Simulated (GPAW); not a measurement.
# Cu K ELNES/XANES of CuSe2 (Pnnm) from DFT, part 2 of 3

How does the Cu K edge of CuSe2 (Pnnm) move when the bonds are compressed or stretched?

GPAW 26.7.0; X-ray absorption from dipole matrix elements to empty bands, plane-wave PAW LDA.

So far. Step 2 (Ground state of the crystal): The mesh shows no gap, so the system is treated as a metal and the core electron is put at the Fermi level (neutral cell).

## Step 4: Spectrum with XCH, Cu atom 5

The holes are 6.3 Å apart. In GPAW the data set carries the hole's charge, so charge=0 means a charged cell and charge=-1 a neutral one. The excited electron is kept in the cell, where it fills the lowest empty states and screens the hole. After the field has converged, empty bands are computed with the density fixed and the dipole matrix elements are summed.

The absorber has 6 Se at 2.56 Å (octahedral, site symmetry 2/m).

The input, xas.py:

```python
import numpy as np
from ase import Atoms
from ase.parallel import parprint, paropen
from gpaw import GPAW, PW, FermiDirac, Mixer, MixerDif, setup_paths
from gpaw.test import gen
setup_paths.insert(0, '.')
gen('Cu', name='fch1s', xcname='LDA', corehole=(1, 0, 1), write_xml=True)
from gpaw.mpi import world
world.barrier()

atoms = Atoms('Se8Cu4',
    cell=[[-5.0252, 0, -3.7447],
     [5.0252, 0, -3.7447],
     [0, -6.1941, -3.7447]],
    scaled_positions=[[0.4658, 0.1493, 0.8849],
     [0.9658, 0.6493, 0.8849],
     [0.0342, 0.3507, 0.1151],
     [0.5342, 0.8507, 0.1151],
     [0.1007, 0.2842, 0.6151],
     [0.6007, 0.7842, 0.6151],
     [0.8993, 0.7158, 0.3849],
     [0.3993, 0.2158, 0.3849],
     [0.75, 0.25, 0.5],
     [0.25, 0.75, 0.5],
     [0, 0, 0],
     [0.5, 0.5, 0]],
    pbc=True)
atoms.calc = calc = GPAW(legacy_gpaw=True, mode=PW(430), xc='LDA', setups={8: 'fch1s'},
    kpts={'size': (3, 3, 3), 'gamma': True}, occupations=FermiDirac(0.1),
    charge=-1, mixer=Mixer(0.1, 5, 50), maxiter=150,
    convergence={'density': 0.0001}, txt='scf.txt')
energy = atoms.get_potential_energy() + calc.get_reference_energy()
ef = calc.get_fermi_level()
out = dict(energy=energy, fermi=ef, forces=atoms.get_forces().tolist())
parprint(f'all-electron energy {energy:.4f} eV, Fermi level {ef:.4f} eV')
ev = np.array([[calc.get_eigenvalues(k, s) for k in range(len(calc.get_ibz_k_points()))] for s in range(calc.get_number_of_spins())])
out['homo'], out['lumo'], out['counts'] = ev[ev < ef].max(), ev[ev > ef].min(), sorted(set((ev < ef).sum((0, 2)).tolist()))
out['filled'] = (ev[:, 0] < ef).sum(1).tolist()

from ase.units import Ha
from gpaw.xas import dipole_matrix_elements
nb = int(calc.get_number_of_electrons() / 2) + 141
top, nb = nb, nb + 8 + nb // 12
nscf = calc.fixed_density(kpts={'size': (3, 3, 3), 'gamma': True}, nbands=nb,
    convergence={'bands': top, 'eigenstates': 1e-5}, maxiter=60, txt='nscf.txt')
cell = atoms.cell.array
ops = [cell.T @ U.T @ np.linalg.inv(cell.T) for U in nscf.wfs.kd.symmetry.op_scc]
E = np.arange(-6, 34, 0.1)
fwhm = np.interp(E, [4, 25], [1.55, 3.5])
Y, X, zero, highest = 0, 0, 1e9, 1e9
for spin in range(nscf.get_number_of_spins()):
    wfs = nscf.wfs
    A = dipole_matrix_elements(wfs.setups[8])
    eps = np.zeros((wfs.kd.nibzkpts, nb))
    d = np.zeros((3, A.shape[1], wfs.kd.nibzkpts, nb), complex)
    for kpt in wfs.kpt_u:
        if kpt.s == spin and 8 in kpt.P_ani:
            eps[kpt.k] = kpt.eps_n * Ha
            d[:, :, kpt.k] = (kpt.weight * wfs.nspins / 2) ** 0.5 * np.inner(A, kpt.P_ani[8])
    world.sum(eps)
    world.sum(d)
    T = np.einsum('amkn,bmkn->abkn', d, d.conj()).real
    T = sum(np.einsum('ai,ijkn,bj->abkn', R, T, R) for R in ops) / len(ops)
    empty = eps > ef
    zero, highest = min(zero, eps[empty].min()), min(highest, eps[:, top - 1].min())
    lines = [(eps, T, empty)] if spin == 0 else lines + [(eps, T, empty)]
for eps, T, empty in lines:
    f = np.einsum('aakn->akn', T).reshape(3, -1)
    x = eps.ravel() - zero
    w = np.interp(x, E, fwhm) / 2.35482
    g = np.exp(-0.5 * ((E[:, None] - x) / w) ** 2) / (w * (2 * np.pi) ** 0.5)
    Y = Y + (f * empty.ravel()) @ g.T
    X = X + (f * ~empty.ravel()) @ g.T
out.update(E=E.round(2).tolist(), xas=Y.tolist(), xes=X.tolist(), zero=zero, valid=highest - zero, nk=len(eps), nb=nb)
for i in range(0, len(E), 10):
    parprint(f'{E[i]:7.2f}', *(f'{v:10.3e}' for v in Y[:, i]))
import json
with paropen('out.json', 'w') as f:
    json.dump(out, f)
```

The run is started by

```bash
> OMP_NUM_THREADS=1 mpirun -n 2 gpaw python xas.py
```

Numbers of over 12 decimals in the logs are rounded to 6 here.

Output:

```text
Input parameters:
  charge: -1
  convergence: {density: 0.0001}
  kpts: {gamma: True,
         size: (3, 3, 3)}
  maxiter: 150
  mixer: {backend: pulay,
          beta: 0.1,
          method: separate,
          nmaxold: 5,
          weight: 50}
  mode: {ecut: 430.0,
         name: pw}
  occupations: {fixmagmom: False,
                name: fermi-dirac,
                width: 0.1}
  setups: {8: fch1s}

Initialize ...

[... PAW data sets ...]

Reference energy: -698942.880569  # eV

Spin-paired calculation

[... convergence settings ...]
Symmetries present (total): 2
  [... symmetry matrices ...]

27 k-points: 3 x 3 x 3 Monkhorst-Pack grid
10 k-points in the irreducible part of the Brillouin zone
       k-points in crystal coordinates                weights
   0:     0.00000000    0.00000000    0.00000000          1/27
   1:     0.00000000    0.00000000    0.33333333          2/27
   2:     0.33333333   -0.33333333   -0.33333333          2/27
   3:     0.33333333   -0.33333333    0.00000000          2/27
   4:     0.33333333   -0.33333333    0.33333333          2/27
   5:     0.33333333    0.00000000   -0.33333333          4/27
   6:     0.33333333    0.00000000    0.00000000          4/27
   7:     0.33333333    0.00000000    0.33333333          4/27
   8:     0.33333333    0.33333333    0.00000000          4/27
   9:     0.33333333    0.33333333    0.33333333          2/27

Wave functions: Plane wave expansion
  Cutoff energy: 430.000 eV
  Number of coefficients (min, max): 4712, 4761
  Pulay-stress correction: 0.000000 eV/Ang^3 (de/decut=0.000000)
  Using FFTW library
  Wavefunction extrapolation:
    Improved wavefunction reuse through dual PAW basis

Occupation numbers: Fermi-Dirac:
  width: 0.1000  # eV

Eigensolver
   Davidson(niter=2)

Densities:
  Coarse grid: 35*35*35 grid
  Fine grid: 70*70*70 grid
  Total Charge: 0.000000

Density mixing:
  Method: separate
  Backend: pulay
  Linear mixing parameter: 0.1
  old densities: 5
  Width of damping distribution: 1.1
  Damping of long wavelength oscillations: 50

[... Hamiltonian set-up ...]
Number of atoms: 12
Number of atomic orbitals: 68
Number of bands in calculation: 60
Number of valence electrons: 93
Bands to converge: occupied

... initialized

Initializing position-dependent things.

Density initialized from atomic densities
Creating initial wave functions:
  60 bands from LCAO basis set

                 Cu

                    Se

                 Cu

             Se
                 Se Se
         Cu          Cu

         Se  Se
                 Se

         Se

Atomic positions and initial magnetic moments

Positions:
   0 Se    -1.590476   -5.481159   -5.617050    ( 0.0000,  0.0000,  0.0000)
   1 Se    -1.590476   -5.481159   -9.361750    ( 0.0000,  0.0000,  0.0000)
   2 Se     1.590476   -0.712941   -1.872350    ( 0.0000,  0.0000,  0.0000)
   3 Se     1.590476   -0.712941   -5.617050    ( 0.0000,  0.0000,  0.0000)
   4 Se     0.922124   -3.809991   -3.744700    ( 0.0000,  0.0000,  0.0000)
   5 Se     0.922124   -3.809991   -7.489400    ( 0.0000,  0.0000,  0.0000)
   6 Se    -0.922124   -2.384109   -7.489400    ( 0.0000,  0.0000,  0.0000)
   7 Se    -0.922124   -2.384109   -3.744700    ( 0.0000,  0.0000,  0.0000)
   8 Cu    -2.512600   -3.097050   -5.617050    ( 0.0000,  0.0000,  0.0000)
   9 Cu     2.512600   -3.097050   -5.617050    ( 0.0000,  0.0000,  0.0000)
  10 Cu     0.000000    0.000000    0.000000    ( 0.0000,  0.0000,  0.0000)
  11 Cu     0.000000    0.000000   -3.744700    ( 0.0000,  0.0000,  0.0000)

Unit cell:
           periodic     x           y           z      points  spacing
  1. axis:    yes   -5.025200    0.000000   -3.744700    35     0.1544
  2. axis:    yes    5.025200    0.000000   -3.744700    35     0.1544
  3. axis:    yes    0.000000   -6.194100   -3.744700    35     0.1770

  Lengths:   6.267010   6.267010   7.238070
  Angles:   71.992773  71.992773 106.614201

Effective grid spacing dv^(1/3) = 0.1758

iter:   1   -69.158188
iter:   2   -62.064156   -0.74  -1.14
iter:   3   -61.357994   -1.60  -1.28
iter:   4   -60.830026   -2.08  -1.36
iter:   5   -60.664429   -2.60  -1.55
iter:   6   -60.603557   -2.33  -1.74
iter:   7   -60.582318   -3.70  -2.13
iter:   8   -60.572548c  -3.05  -2.29
iter:   9   -60.566550c  -3.67  -2.73
iter:  10   -60.565952c  -4.71  -2.91
iter:  11   -60.565827c  -5.56  -3.05
iter:  12   -60.565718c  -5.35  -3.13
iter:  13   -60.565697c  -5.78  -3.47
iter:  14   -60.565694c  -6.19  -3.77
iter:  15   -60.565687c  -6.91  -3.92
iter:  16   -60.565687c  -7.37  -4.10c
iter:  17   -60.565689c  -7.53c -4.28c

Converged after 17 iterations.

Dipole moment: (-0.379986, -0.000000, 0.009034) |e|*Ang

Energy contributions relative to reference atoms: (reference = -698942.880569)

Kinetic:        +32.592466
Potential:      -37.826345
External:        +0.000000
XC:             -55.289602
Entropy (-ST):   -0.158934
Local:           +0.037260
SIC:             +0.000000
--------------------------
Free energy:    -60.645156
Extrapolated:   -60.565689

Showing only first 2 kpts
 Kpt  Band  Eigenvalues  Occupancy
  0    44      6.46853    1.66612
  0    45      7.22894    0.00496
  0    46      7.29135    0.00266
  0    47      7.51062    0.00030

  1    44      6.99280    0.05140
  1    45      7.26187    0.00357
  1    46      7.39515    0.00094
[...]
Fermi level: 6.62928

No gap
No difference between direct/indirect transitions

Forces in eV/Ang:
  0 Se    0.58579   -0.22052   -0.00000
  1 Se    0.43687    0.25812    0.00000
  2 Se   -0.58579    0.22052   -0.00000
  3 Se   -0.43687   -0.25812    0.00000
  4 Se    0.20866   -0.39139   -0.40561
  5 Se    0.20866   -0.39139    0.40561
  6 Se   -0.20866    0.39139   -0.40561
  7 Se   -0.20866    0.39139    0.40561
  8 Cu    0.00000    0.00000   -0.00000
  9 Cu    0.00000    0.00000    0.00000
 10 Cu    0.00000    0.00000    0.06725
 11 Cu    0.00000    0.00000   -0.06725
Scalar-relativistic atomic LDA calculation for Cu (Copper, Z=29)
Core hole in 1s state (1s occupation: 1.0)
600 radial gridpoints.
|------------------------------------------------|
|------------------------------------------------|
[... the atom generator's iteration count ...]

Energy contributions:
-------------------------
Kinetic:    +1336.692400
XC:           -57.131451
Potential:  -2600.779951
-------------------------
Total:      -1321.219003

state      eigenvalue         ekin         rmax
-----------------------------------------------
1s^1.0 :  -337.058981   426.036309        0.034
2s^2.0 :   -41.859242    83.018235        0.193
2p^6.0 :   -37.118937    82.366106        0.153
3s^2.0 :    -4.941495    18.413630        0.596
3p^6.0 :    -3.402187    16.582998        0.594
3d^10.0:    -0.747943    11.230631        0.562
4s^1.0 :    -0.517664     1.791433        2.006
4p^0.0 :    -0.294182     1.077284        2.520
-----------------------------------------------
(units: Bohr and Hartree)

Generating PAW setup
Kinetic energy of the core from tauc = 1233.538363
Cutoffs:
rc(s)=2.200
rc(p)=2.200
rc(d)=2.000
rc(vbar)=1.800
rc(comp)=2.000
rc(nct)=2.200

Kinetic energy of the core states: 1222.594660
Charge: 1.0
Core electrons: 17.0
Valence electrons: 11.0
Pseudo-core charge: 0.267927
Shape function alpha=2.500
Pseudo-electron charge 3.306954
state    eigenvalue         norm
--------------------------------
4s(1) :    -0.517664     1.110086
*s    :     0.482336
4p(0) :    -0.294182     1.012069
*p    :     0.705818
3d(10):    -0.747943     0.192894
*d    :     0.252057
--------------------------------

Diagonalizing with gridspacing h=0.050

state   all-electron     PAW
-------------------------------
4s:      -0.517664    -0.517809
4p:      -0.294182    -0.294289
3d:      -0.747943    -0.748405
*f:                   -0.018700
-------------------------------
<dir> UserWarning: Initial realspace grid (30,30,35) inconsistent with symmetries.
  warnings.warn(
<dir> UserWarning: Using symmetrized grid: (35,35,35).

  warnings.warn('Using symmetrized grid: ({},{},{}).\n'.format(*N_c))
<dir> UserWarning: Initial realspace grid (30,30,35) inconsistent with symmetries.
  warnings.warn(
<dir> UserWarning: Using symmetrized grid: (35,35,35).

  warnings.warn('Using symmetrized grid: ({},{},{}).\n'.format(*N_c))
all-electron energy -699003.4463 eV, Fermi level 6.6293 eV
[...]
31.00  1.631e-07  1.385e-07  1.486e-07
  32.00  1.671e-07  1.346e-07  1.556e-07
  33.00  1.651e-07  1.436e-07  1.637e-07
```

Run time: 3.8 min. Hardware: 2 MPI ranks of Arm Neoverse V1, shared host; peak memory 0.46 GiB; 7.6 min of CPU time.

The Cu K spectrum, Cu atom 5, excited-electron core hole (neutral cell) (energy from the lowest empty level; intensity scaled to a mean of 1 over the first 20 eV; polarised curves are means over the symmetry-equivalent atoms):

```csv
E (eV),isotropic,ε ∥ x,ε ∥ y,ε ∥ z
-2.0,0.00,0.00,0.00,0.00
-1.4,0.00,0.00,0.00,0.00
-0.8,0.01,0.01,0.02,0.01
-0.2,0.04,0.03,0.05,0.03
0.4,0.07,0.06,0.08,0.06
1.0,0.12,0.13,0.11,0.12
1.6,0.15,0.16,0.13,0.16
2.2,0.12,0.13,0.10,0.13
2.8,0.10,0.11,0.07,0.11
3.4,0.17,0.20,0.16,0.17
4.0,0.39,0.42,0.45,0.31
4.6,0.81,0.87,0.95,0.62
5.2,1.45,1.53,1.51,1.31
5.8,2.06,2.10,1.88,2.19
6.4,2.28,2.21,1.97,2.66
7.0,2.06,1.96,1.85,2.38
7.6,1.70,1.71,1.70,1.69
8.2,1.40,1.49,1.58,1.12
8.8,1.20,1.24,1.47,0.89
9.4,1.11,1.08,1.37,0.88
10.0,1.12,1.09,1.30,0.96
10.6,1.19,1.20,1.28,1.09
11.2,1.26,1.29,1.23,1.27
11.8,1.29,1.32,1.14,1.42
12.4,1.26,1.27,1.07,1.44
13.0,1.19,1.17,1.05,1.35
13.6,1.10,1.05,1.05,1.21
14.2,1.01,0.95,1.02,1.06
14.8,0.94,0.87,0.98,0.96
15.4,0.90,0.84,0.96,0.89
16.0,0.90,0.85,0.98,0.87
16.6,0.93,0.88,1.01,0.89
17.2,0.96,0.93,1.01,0.93
17.8,0.96,0.96,0.94,0.98
18.4,0.95,0.97,0.86,1.02
19.0,0.93,0.98,0.80,1.02
19.6,0.92,0.97,0.79,0.99
20.2,0.92,0.96,0.84,0.96
20.8,0.94,0.94,0.93,0.94
21.4,0.96,0.93,1.03,0.93
22.0,0.99,0.92,1.09,0.94
22.6,1.00,0.94,1.09,0.96
23.2,1.00,0.98,1.04,0.97
23.8,0.99,1.03,0.96,0.99
24.4,0.99,1.08,0.89,1.01
25.0,1.00,1.11,0.88,1.01
25.6,1.02,1.11,0.93,1.01
26.2,1.03,1.08,1.01,1.00
26.8,1.03,1.03,1.09,0.97
27.4,1.02,0.96,1.15,0.95
28.0,1.00,0.90,1.15,0.93
28.6,0.97,0.87,1.12,0.92
29.2,0.94,0.88,1.04,0.91
29.8,0.92,0.90,0.96,0.89
30.4,0.90,0.93,0.88,0.88
31.0,0.89,0.96,0.82,0.88
31.6,0.89,0.98,0.79,0.90
```

Main maxima below 30 eV (height): 1.6 eV (0.15), 6.4 eV (2.28), 11.8 eV (1.29) and 26.6 eV (1.03). A K edge sees empty p states on the absorber.

The total-energy difference is 8991.01 eV. One term is added: -29.79 eV, since the hole is spin-paired here and a spin-polarised one costs that much less in the free atom (computed apart). The photon energy is then 8961.22 eV. The tabulated edge of the element is 8979 eV. The functional leaves an error in such absolute values: in the free atom LDA prices this hole 18.3 eV below PBE (computed apart), and PBE is itself good to a few eV.

## Step 5: Supercell without a hole, the energy reference

The cell changes for the next run, so it gets a reference energy of its own.

The cell differs from the one that the last finished run ended in (a 6.267 → 6.139 Å, b 6.267 → 6.139 Å, c 7.238 → 7.090 Å).

The input, scf.py:

```python
import numpy as np
from ase import Atoms
from ase.parallel import parprint, paropen
from gpaw import GPAW, PW, FermiDirac, Mixer, MixerDif, setup_paths
from gpaw.test import gen
setup_paths.insert(0, '.')
gen('Cu', name='nch1s', xcname='LDA', corehole=(1, 0, 0), write_xml=True)
from gpaw.mpi import world
world.barrier()

atoms = Atoms('Se8Cu4',
    cell=[[-4.92261611, 0, -3.6682561],
     [4.92261611, 0, -3.6682561],
     [0, -6.06765432, -3.6682561]],
    scaled_positions=[[0.4658, 0.1493, 0.8849],
     [0.9658, 0.6493, 0.8849],
     [0.0342, 0.3507, 0.1151],
     [0.5342, 0.8507, 0.1151],
     [0.1007, 0.2842, 0.6151],
     [0.6007, 0.7842, 0.6151],
     [0.8993, 0.7158, 0.3849],
     [0.3993, 0.2158, 0.3849],
     [0.75, 0.25, 0.5],
     [0.25, 0.75, 0.5],
     [0, 0, 0],
     [0.5, 0.5, 0]],
    pbc=True)
atoms.calc = calc = GPAW(legacy_gpaw=True, mode=PW(430), xc='LDA', setups={8: 'nch1s'},
    kpts={'size': (3, 3, 3), 'gamma': True}, occupations=FermiDirac(0.1),
    charge=0, mixer=Mixer(0.1, 5, 50), maxiter=150,
    convergence={'density': 0.0001}, txt='scf.txt')
energy = atoms.get_potential_energy() + calc.get_reference_energy()
ef = calc.get_fermi_level()
out = dict(energy=energy, fermi=ef, forces=atoms.get_forces().tolist())
parprint(f'all-electron energy {energy:.4f} eV, Fermi level {ef:.4f} eV')
ev = np.array([[calc.get_eigenvalues(k, s) for k in range(len(calc.get_ibz_k_points()))] for s in range(calc.get_number_of_spins())])
out['homo'], out['lumo'], out['counts'] = ev[ev < ef].max(), ev[ev > ef].min(), sorted(set((ev < ef).sum((0, 2)).tolist()))
out['filled'] = (ev[:, 0] < ef).sum(1).tolist()
import json
with paropen('out.json', 'w') as f:
    json.dump(out, f)
```

The run is started by

```bash
> OMP_NUM_THREADS=1 mpirun -n 2 gpaw python scf.py
```

Output:

```text
Input parameters:
  convergence: {density: 0.0001}
  kpts: {gamma: True,
         size: (3, 3, 3)}
  maxiter: 150
  mixer: {backend: pulay,
          beta: 0.1,
          method: separate,
          nmaxold: 5,
          weight: 50}
  mode: {ecut: 430.0,
         name: pw}
  occupations: {fixmagmom: False,
                name: fermi-dirac,
                width: 0.1}
  setups: {8: nch1s}

Initialize ...

[...]
<dir> UserWarning: Initial realspace grid (30,30,35) inconsistent with symmetries.
  warnings.warn(
<dir> UserWarning: Using symmetrized grid: (35,35,35).

  warnings.warn('Using symmetrized grid: ({},{},{}).\n'.format(*N_c))
<dir> UserWarning: Initial realspace grid (30,30,35) inconsistent with symmetries.
  warnings.warn(
<dir> UserWarning: Using symmetrized grid: (35,35,35).

  warnings.warn('Using symmetrized grid: ({},{},{}).\n'.format(*N_c))
all-electron energy -707994.6029 eV, Fermi level 7.3170 eV
[key lines of the parts left out:]
Converged after 17 iterations.
Dipole moment: (0.000000, 0.000000, -0.000000) |e|*Ang
Free energy:    -52.908819
Fermi level: 7.31702
```

Run time: 59 s. Hardware: 2 MPI ranks; peak memory 0.29 GiB.

Reference energy: -707994.603 eV with the cores included.

## Step 6: Spectrum with XCH, Cu atom 5

Shorter bonds are expected to push antibonding states and scattering resonances up, and longer ones down; the cell is scaled to test that.

Changed against the first core-hole run: volume scale from 1 to 0.94.

Changes to xas.py since step 4:

```diff
@@ -11,5 +11,5 @@
 atoms = Atoms('Se8Cu4',
-    cell=[[-5.0252, 0, -3.7447],
-     [5.0252, 0, -3.7447],
-     [0, -6.1941, -3.7447]],
+    cell=[[-4.92261611, 0, -3.6682561],
+     [4.92261611, 0, -3.6682561],
+     [0, -6.06765432, -3.6682561]],
     scaled_positions=[[0.4658, 0.1493, 0.8849],
@@ -41,3 +41,3 @@
 from gpaw.xas import dipole_matrix_elements
-nb = int(calc.get_number_of_electrons() / 2) + 141
+nb = int(calc.get_number_of_electrons() / 2) + 133
 top, nb = nb, nb + 8 + nb // 12
```

The run is started by

```bash
> OMP_NUM_THREADS=1 mpirun -n 2 gpaw python xas.py
```

Output:

```text
Input parameters:
  charge: -1
  convergence: {density: 0.0001}
  kpts: {gamma: True,
         size: (3, 3, 3)}
  maxiter: 150
  mixer: {backend: pulay,
          beta: 0.1,
          method: separate,
          nmaxold: 5,
          weight: 50}
  mode: {ecut: 430.0,
         name: pw}
  occupations: {fixmagmom: False,
                name: fermi-dirac,
                width: 0.1}
  setups: {8: fch1s}

Initialize ...

[...]
warnings.warn('Using symmetrized grid: ({},{},{}).\n'.format(*N_c))
<dir> UserWarning: Initial realspace grid (30,30,35) inconsistent with symmetries.
  warnings.warn(
<dir> UserWarning: Using symmetrized grid: (35,35,35).

  warnings.warn('Using symmetrized grid: ({},{},{}).\n'.format(*N_c))
all-electron energy -699003.4008 eV, Fermi level 7.4951 eV
[...]
32.00  1.641e-07  1.384e-07  1.475e-07
  33.00  1.686e-07  1.343e-07  1.534e-07
[key lines of the parts left out:]
Converged after 17 iterations.
Dipole moment: (-0.376327, 0.000000, 0.009720) |e|*Ang
Free energy:    -60.593565
Fermi level: 7.49507
```

Wall time 3.5 min (2 MPI ranks); peak memory 0.44 GiB.

| E (eV) | first run | this run |
| --- | --- | --- |
| -2.0 | 0.00 | 0.00 |
| -1.0 | 0.01 | 0.01 |
| 0.0 | 0.05 | 0.05 |
| 1.0 | 0.12 | 0.12 |
| 2.0 | 0.14 | 0.15 |
| 3.0 | 0.11 | 0.12 |
| 4.0 | 0.39 | 0.39 |
| 5.0 | 1.22 | 1.13 |
| 6.0 | 2.19 | 2.03 |
| 7.0 | 2.06 | 2.01 |
| 8.0 | 1.48 | 1.50 |
| 9.0 | 1.16 | 1.19 |
| 10.0 | 1.12 | 1.09 |
| 11.0 | 1.24 | 1.19 |
| 12.0 | 1.29 | 1.29 |
| 13.0 | 1.19 | 1.25 |
| 14.0 | 1.04 | 1.14 |
| 15.0 | 0.92 | 1.00 |
| 16.0 | 0.90 | 0.92 |
| 17.0 | 0.95 | 0.95 |
| 18.0 | 0.96 | 0.98 |
| 19.0 | 0.93 | 0.96 |
| 20.0 | 0.92 | 0.92 |
| 21.0 | 0.95 | 0.93 |
| 22.0 | 0.99 | 0.97 |
| 23.0 | 1.00 | 0.99 |
| 24.0 | 0.99 | 0.98 |
| 25.0 | 1.00 | 0.98 |
| 26.0 | 1.02 | 1.00 |
| 27.0 | 1.03 | 1.03 |
| 28.0 | 1.00 | 1.03 |
| 29.0 | 0.95 | 1.00 |
| 30.0 | 0.91 | 0.95 |
| 31.0 | 0.89 | 0.91 |

The scaled spectrum changes by 4 % r.m.s. The highest intensity below 24 eV goes from 6.4 eV (2.28) to 6.4 eV (2.15).

The photon energy of the zero moves by +0.19 eV.

(Part 2 of 3 ends here.)

[Banner, clock and machine lines of the logs are left out without a mark of their own.]

[Logs are printed without paths, hosts, clocks, repeated set-up lines and the standing remarks that a program may print on its own settings, such as how far it seeks lower states.]

[Hosts, paths, dates, database ids (printed as entryN), source tags and the programs' standing remarks are cut or masked in the printed files.]

[Lists of maxima count a maximum above −3 eV only where it reaches 4 % of the highest in the window and stands out from its surroundings by 2 % of it (1.5 % where it reaches 55 %); shoulders and weaker maxima are passed over, and of the rest the first, up to two pre-edge ones and the few strongest are named.]
